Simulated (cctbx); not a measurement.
**TiBS3 with cctbx, script by script**

Library: cctbx 2025.11. The data are simulated by the first script.

## 1. Simulate the data

run.py:

```python
from cctbx import adptbx, crystal, miller, sgtbx, xray
from cctbx.array_family import flex
from iotbx.shelx import hklf
from scitbx import matrix
import scitbx.random

cs = crystal.symmetry(unit_cell=(5.822, 5.822, 19.052, 90, 90, 120), space_group_symbol='Hall: -R 3 2"c')  # R-3c
atoms = [  # label, site, U (iso, or U11 U22 U33 U12 U13 U23 in A^2), occupancy
    ("Ti1", (2/3, 1/3, 1/3), (0.0173, 0.0173, 0.0134, 0.0086, 0.0000, 0.0000), 1),
    ("S1", (0, 0.71325, 0.25), (0.0164, 0.0138, 0.0184, 0.0082, -0.0062, -0.0031), 1),
    ("B1", (0, 0, 0.25), (0.0276, 0.0276, 0.0364, 0.0138, 0.0000, 0.0000), 1),
]
xs = xray.structure(crystal_symmetry=cs)
for label, site, u, occ in atoms:
    u = adptbx.u_cif_as_u_star(cs.unit_cell(), u) if isinstance(u, tuple) else u
    xs.add_scatterer(xray.scatterer(label, site=site, u=u, occupancy=occ))
xs.set_inelastic_form_factors(0.71073, "sasaki")
xs.show_summary()
p1 = xs.expand_to_p1()
ms = miller.build_set(p1, anomalous_flag=True, d_min=0.8)
flex.set_random_seed(69479)
scitbx.random.set_random_seed(69479)
ms = ms.select(flex.random_double(ms.size()) < 0.8)
i = ms.structure_factors_from_scatterers(p1, algorithm="direct").f_calc().as_intensity_array().data()
i = i / flex.sqrt(1 + 0.1 * i / flex.max(i))  # extinction
i = i * 5000 / flex.max(i)
sig = flex.sqrt(i + flex.pow2(0.015 * i) + 2 ** 2)
noise = scitbx.random.variate(scitbx.random.normal_distribution())(i.size())
data = ms.array(data=i + sig * noise, sigmas=sig).set_observation_type_xray_intensity()
with open("data.hkl", "w") as f:
    data.export_as_shelx_hklf(f)
print("reflections written:", data.size(), " <I/sigma> = %.1f" % flex.mean(data.data() / data.sigmas()))
for h, a, b in list(data.sort("data"))[:12]:
    print("%4d%4d%4d %9.1f %7.1f" % (h + (a, b)))
```

```console
$ python run.py
```

```text
Number of scatterers: 3
At special positions: 3
Unit cell: (5.822, 5.822, 19.052, 90, 90, 120)
Space group: R -3 c :H (No. 167)
reflections written: 3735  <I/sigma> = 4.4
   0   0 -12    5030.7   103.1
   0   0  12    4844.1   103.1
   0   3   0    4191.2    87.5
  -3   3   0    4074.5    87.5
   3   0   0    4027.8    87.5
  -3   0   0    4014.0    87.5
   0  -3   0    4006.8    87.5
  -1   1   4    3053.7    70.2
   1  -1  -4    3011.0    70.2
   0  -1   4    2972.8    70.2
   1   0   4    2960.6    70.2
   0   1  -4    2887.6    70.2
```

It took 0.36 s on 1 thread of Arm Neoverse N1, on a shared host, peak memory 0.07 GiB.

## 2. Refinement (right model, isotropic)

run.py:

```python
import math
from cctbx import adptbx, crystal, maptbx, sgtbx, xray
from cctbx.array_family import flex
from cctbx.xray import observations
from iotbx.shelx import hklf
from scitbx.lstbx import normal_eqns_solving
from smtbx import absolute_structure, utils
from smtbx.refinement import constraints, least_squares

cs = crystal.symmetry(unit_cell=(5.822, 5.822, 19.052, 90, 90, 120), space_group_symbol='Hall: -R 3 2"c')  # R-3c
atoms = [  # label, site, U (iso, or U11 U22 U33 U12 U13 U23 in A^2), occupancy
    ("Ti1", (2/3, 1/3, 1/3), 0.0200, 1),
    ("S1", (0, 0.7248, 0.25), 0.0200, 1),
    ("B1", (0, 0, 0.25), 0.0200, 1),
]
xs = xray.structure(crystal_symmetry=cs)
for label, site, u, occ in atoms:
    u = adptbx.u_cif_as_u_star(cs.unit_cell(), u) if isinstance(u, tuple) else u
    xs.add_scatterer(xray.scatterer(label, site=site, u=u, occupancy=occ))
xs.set_inelastic_form_factors(0.71073, "sasaki")
raw = hklf.reader(file_name="data.hkl").as_miller_arrays(crystal_symmetry=cs, anomalous=True)[0]
merged = raw.eliminate_sys_absent().merge_equivalents()
fo2 = merged.array().set_observation_type_xray_intensity()
print("Rint %.3f, %d unique reflections to %.2f A" % (merged.r_int(), fo2.size(), fo2.d_min()))
for sc in xs.scatterers():
    sc.flags.set_grad_site(True)
    sc.flags.set_grad_u_aniso(sc.flags.use_u_aniso())
    sc.flags.set_grad_u_iso(sc.flags.use_u_iso())
obs = fo2.as_xray_observations()
extra = {}
rep = constraints.reparametrisation(xs, [], utils.connectivity_table(xs), **extra)
ls = least_squares.crystallographic_ls(obs, rep, weighting_scheme=least_squares.mainstream_shelx_weighting(a=0, b=0))
print("cycle     R1     wR2    GooF  max shift (A)")
for cycle in range(8):
    ls.build_up()
    r1, wr2, goof = ls.r1_factor(cutoff_factor=2)[0], ls.wR2(), ls.goof()
    old = xs.sites_cart()
    normal_eqns_solving.levenberg_marquardt_iterations(ls, n_max_iterations=3, tau=1e-06, step_threshold=1e-7)
    big = flex.max((xs.sites_cart() - old).norms())
    print("%4d %7.4f %7.4f %7.3f %9.5f" % (cycle + 1, r1, wr2, goof, big))
    ls.build_up(objective_only=True)
    if abs(ls.wR2() - wr2) < 5e-5 and big < 5e-4:
        break
ls.build_up()
print("final R1 %.4f wR2 %.4f GooF %.3f  parameters %d  data/parameter %.1f" % (ls.r1_factor(cutoff_factor=2)[0], ls.wR2(), ls.goof(), ls.n_parameters, fo2.size() / ls.n_parameters))
cov = ls.covariance_matrix_and_annotations()
su = dict(zip(cov.annotations, (math.sqrt(max(v, 0)) for v in cov.matrix.matrix_packed_u_diagonal())))
a2 = cs.unit_cell().reciprocal_parameters()[0] ** -2
print("atom        x        y        z      Ueq    occ   su(xyz)  su(Uiso or U11)")
for sc in xs.scatterers():
    s = max(su.get(sc.label + k, 0) for k in (".x", ".y", ".z"))
    npd = "" if sc.is_positive_definite_u(cs.unit_cell()) else "  NPD"
    print("%-5s %8.5f %8.5f %8.5f %8.4f %6.3f %8.5f %7.4f%s" % ((sc.label,) + sc.site + (sc.u_iso_or_equiv(cs.unit_cell()), sc.occupancy, s, su.get(sc.label + ".uiso", su.get(sc.label + ".u11", 0) * a2), npd)))
fo = fo2.f_sq_as_f()
fc = fo.structure_factors_from_scatterers(xs, algorithm="direct").f_calc()
diff = fo.f_obs_minus_f_calc(1 / math.sqrt(ls.scale_factor()), fc).average_bijvoet_mates()
m = diff.fft_map(symmetry_flags=maptbx.use_space_group_symmetry, resolution_factor=0.25).apply_volume_scaling()
print("difference map: max %.2f min %.2f rms %.2f" % (m.statistics().max(), m.statistics().min(), m.statistics().sigma()))
peaks = m.peak_search(parameters=maptbx.peak_search_parameters(min_distance_sym_equiv=0.6, max_clusters=6)).all()
near = xs.closest_distances(peaks.sites(), distance_cutoff=4)
sps = cs.special_position_settings(min_distance_sym_equiv=0.5)
for k, (x, h) in enumerate(zip(peaks.sites(), peaks.heights())):
    ss = sps.site_symmetry(x)
    print("Q%-3d %7.4f %7.4f %7.4f %4d %7.2f  %.2f A from %s" % ((k + 1,) + tuple(t % 1 for t in ss.exact_site()) + (ss.multiplicity(), h, near.smallest_distances[k], xs.scatterers()[near.i_seqs[k]].label)))
```

```console
$ python run.py
```

```text
Rint 0.033, 133 unique reflections to 0.80 A
cycle     R1     wR2    GooF  max shift (A)
   1  0.1596  0.3661  17.793   0.06749
   2  0.0407  0.0957   4.653   0.00000
final R1 0.0407 wR2 0.0957 GooF 4.653  parameters 4  data/parameter 33.2
atom        x        y        z      Ueq    occ   su(xyz)  su(Uiso or U11)
Ti1    0.66667  0.33333  0.33333   0.0162  1.000  0.00000  0.0006
S1     0.00000  0.71321  0.25000   0.0160  1.000  0.00030  0.0005
B1     0.00000  0.00000  0.25000   0.0335  1.000  0.00000  0.0040
difference map: max 1.55 min -0.99 rms 0.18
Q1    0.9923  0.4028  0.1035   36    1.57  0.52 A from S1
Q2    0.0000  0.0000  0.0000    6    0.47  0.00 A from Ti1
Q3    0.0959  0.2172  0.2776   36    0.38  1.11 A from S1
Q4    0.0620  0.2667  0.2030   36    0.32  1.54 A from S1
Q5    0.9917  0.0826  0.0537   36    0.28  1.14 A from Ti1
Q6    0.0135  0.2216  0.1199   36    0.27  1.12 A from S1
```

Time: 0.52 s.

Figures of merit this high mean that the model is still wrong or incomplete.

## 3. Refinement (right model, anisotropic)

run.py, as its changes from the last script of this kind:

```diff
@@ -12,3 +12,3 @@
-    ("Ti1", (2/3, 1/3, 1/3), 0.0200, 1),
-    ("S1", (0, 0.7248, 0.25), 0.0200, 1),
-    ("B1", (0, 0, 0.25), 0.0200, 1),
+    ("Ti1", (2/3, 1/3, 1/3), 0.0162, 1),
+    ("S1", (0, 0.71321, 0.25), 0.0160, 1),
+    ("B1", (0, 0, 0.25), 0.0335, 1),
@@ -20,0 +21 @@
+xs.convert_to_anisotropic()
```

```console
$ python run.py
```

```text
Rint 0.033, 133 unique reflections to 0.80 A
cycle     R1     wR2    GooF  max shift (A)
   1  0.0407  0.0957   4.746   0.00004
   2  0.0092  0.0196   0.971   0.00000
final R1 0.0092 wR2 0.0196 GooF 0.971  parameters 9  data/parameter 14.8
atom        x        y        z      Ueq    occ   su(xyz)  su(Uiso or U11)
Ti1    0.66667  0.33333  0.33333   0.0156  1.000  0.00000  0.0002
S1     0.00000  0.71322  0.25000   0.0157  1.000  0.00006  0.0002
B1     0.00000  0.00000  0.25000   0.0330  1.000  0.00000  0.0012
difference map: max 0.15 min -0.18 rms 0.04
Q1    0.0685  0.2183  0.8809   36    0.16  1.51 A from S1
Q2    0.0776  0.4864  0.8586   36    0.12  1.60 A from S1
Q3    0.0251  0.1316  0.9676   36    0.11  0.94 A from Ti1
Q4    0.9970  0.2979  0.6221   36    0.11  1.89 A from S1
Q5    0.0442  0.2567  0.1318   36    0.10  1.25 A from S1
Q6    0.1123  0.2031  0.2795   36    0.10  1.04 A from S1
```

Time: 0.51 s.

## 4. Refinement

run.py, as its changes from the last script of this kind:

```diff
@@ -14 +14 @@
-    ("B1", (0, 0, 0.25), 0.0335, 1),
+    ("Al1", (0, 0, 0.25), 0.0335, 1),
@@ -35 +35 @@
-for cycle in range(8):
+for cycle in range(12):
```

```console
$ python run.py
```

```text
Rint 0.033, 133 unique reflections to 0.80 A
cycle     R1     wR2    GooF  max shift (A)
   1  0.1986  0.4370  21.664   0.00013
   2  0.0601  0.1450   7.189   0.00117
   3  0.0585  0.1197   5.934   0.00012
   4  0.0583  0.1191   5.902   0.00001
final R1 0.0583 wR2 0.1190 GooF 5.902  parameters 9  data/parameter 14.8
atom        x        y        z      Ueq    occ   su(xyz)  su(Uiso or U11)
Ti1    0.66667  0.33333  0.33333   0.0162  1.000  0.00000  0.0011
S1     0.00000  0.71296  0.25000   0.0150  1.000  0.00038  0.0012
Al1    0.00000  0.00000  0.25000   0.2821  1.000  0.00000  0.0270
difference map: max 4.34 min -1.55 rms 0.27
Q1    0.0000  0.0000  0.2500    6    4.34  0.00 A from Al1
Q2    0.0000  0.0000  0.0000    6    1.52  0.00 A from Ti1
Q3    0.9870  0.1732  0.6190   36    0.29  1.76 A from S1
Q4    0.0292  0.2772  0.4323   36    0.24  0.63 A from S1
Q5    0.0059  0.1540  0.1426   36    0.23  1.67 A from S1
Q6    0.0000  0.2352  0.7500   18    0.22  0.30 A from S1
```

Time: 0.63 s.

This run holds a fault made on purpose: wrong element: Al1 is B.

## 5. Refinement

run.py, as its changes from the last script of this kind:

```diff
@@ -12,3 +12,3 @@
-    ("Ti1", (2/3, 1/3, 1/3), 0.0162, 1),
-    ("S1", (0, 0.71321, 0.25), 0.0160, 1),
-    ("Al1", (0, 0, 0.25), 0.0335, 1),
+    ("S1", (2/3, 1/3, 1/3), 0.0162, 1),
+    ("Ti1", (0, 0.71321, 0.25), 0.0160, 1),
+    ("B1", (0, 0, 0.25), 0.0335, 1),
```

```console
$ python run.py
```

```text
Rint 0.033, 133 unique reflections to 0.80 A
cycle     R1     wR2    GooF  max shift (A)
   1  0.2637  0.4795  23.770   0.00540
   2  0.1507  0.3183  15.782   0.00060
   3  0.1518  0.3176  15.748   0.00055
   4  0.1532  0.3162  15.677   0.00011
final R1 0.1531 wR2 0.3162 GooF 15.677  parameters 9  data/parameter 14.8
atom        x        y        z      Ueq    occ   su(xyz)  su(Uiso or U11)
S1     0.66667  0.33333  0.33333  -0.0086  1.000  0.00000  0.0026  NPD
Ti1    0.00000  0.71396  0.25000   0.0173  1.000  0.00098  0.0031
B1     0.00000  0.00000  0.25000   0.2335  1.000  0.00000  0.3041  NPD
difference map: max 9.63 min -2.23 rms 0.99
Q1    0.0000  0.0000  0.0000    6    9.63  0.00 A from S1
Q2    0.0000  0.0000  0.2500    6    4.73  0.00 A from B1
Q3    0.0000  0.0000  0.1282   12    1.52  2.26 A from Ti1
Q4    0.0237  0.4095  0.9000   36    1.39  1.47 A from Ti1
Q5    0.1065  0.2087  0.2078   36    1.32  1.21 A from Ti1
Q6    0.0140  0.4080  0.1485   36    1.22  1.31 A from Ti1
```

Time: 0.63 s.

This run holds a fault made on purpose: elements exchanged: Ti1 is S and S1 is Ti.

## 6. Refinement

run.py, as its changes from the last script of this kind:

```diff
@@ -12,2 +12,2 @@
-    ("S1", (2/3, 1/3, 1/3), 0.0162, 1),
-    ("Ti1", (0, 0.71321, 0.25), 0.0160, 1),
+    ("Ti1", (2/3, 1/3, 1/3), 0.0162, 1),
+    ("S1", (0, 0.71321, 0.25), 0.0160, 1),
@@ -20 +20 @@
-xs.set_inelastic_form_factors(0.71073, "sasaki")
+xs.set_inelastic_form_factors(1.54184, "sasaki")
```

```console
$ python run.py
```

```text
Rint 0.033, 133 unique reflections to 0.80 A
cycle     R1     wR2    GooF  max shift (A)
   1  0.0422  0.0995   4.931   0.00001
   2  0.0106  0.0252   1.249   0.00000
final R1 0.0106 wR2 0.0252 GooF 1.249  parameters 9  data/parameter 14.8
atom        x        y        z      Ueq    occ   su(xyz)  su(Uiso or U11)
Ti1    0.66667  0.33333  0.33333   0.0156  1.000  0.00000  0.0002
S1     0.00000  0.71321  0.25000   0.0167  1.000  0.00008  0.0002
B1     0.00000  0.00000  0.25000   0.0329  1.000  0.00000  0.0015
difference map: max 0.23 min -0.24 rms 0.07
Q1    0.0992  0.2143  0.5857   36    0.24  1.42 A from S1
Q2    0.9682  0.1718  0.6234   36    0.23  1.71 A from S1
Q3    0.0647  0.1285  0.2843   36    0.21  0.92 A from B1
Q4    0.0964  0.2322  0.2080   36    0.16  1.27 A from S1
Q5    0.0000  0.0000  0.2500    6    0.16  0.00 A from B1
Q6    0.0319  0.0910  0.5281   36    0.15  0.71 A from Ti1
```

It took 0.51 s on 1 thread of Arm Neoverse N1 (shared host), peak memory 0.09 GiB.

This run holds a fault made on purpose: dispersion terms of the wrong wavelength.

[Logs are printed without paths, hosts, clocks, repeated set-up lines and the standing remarks that a program may print on its own settings, such as how far it seeks lower states.]
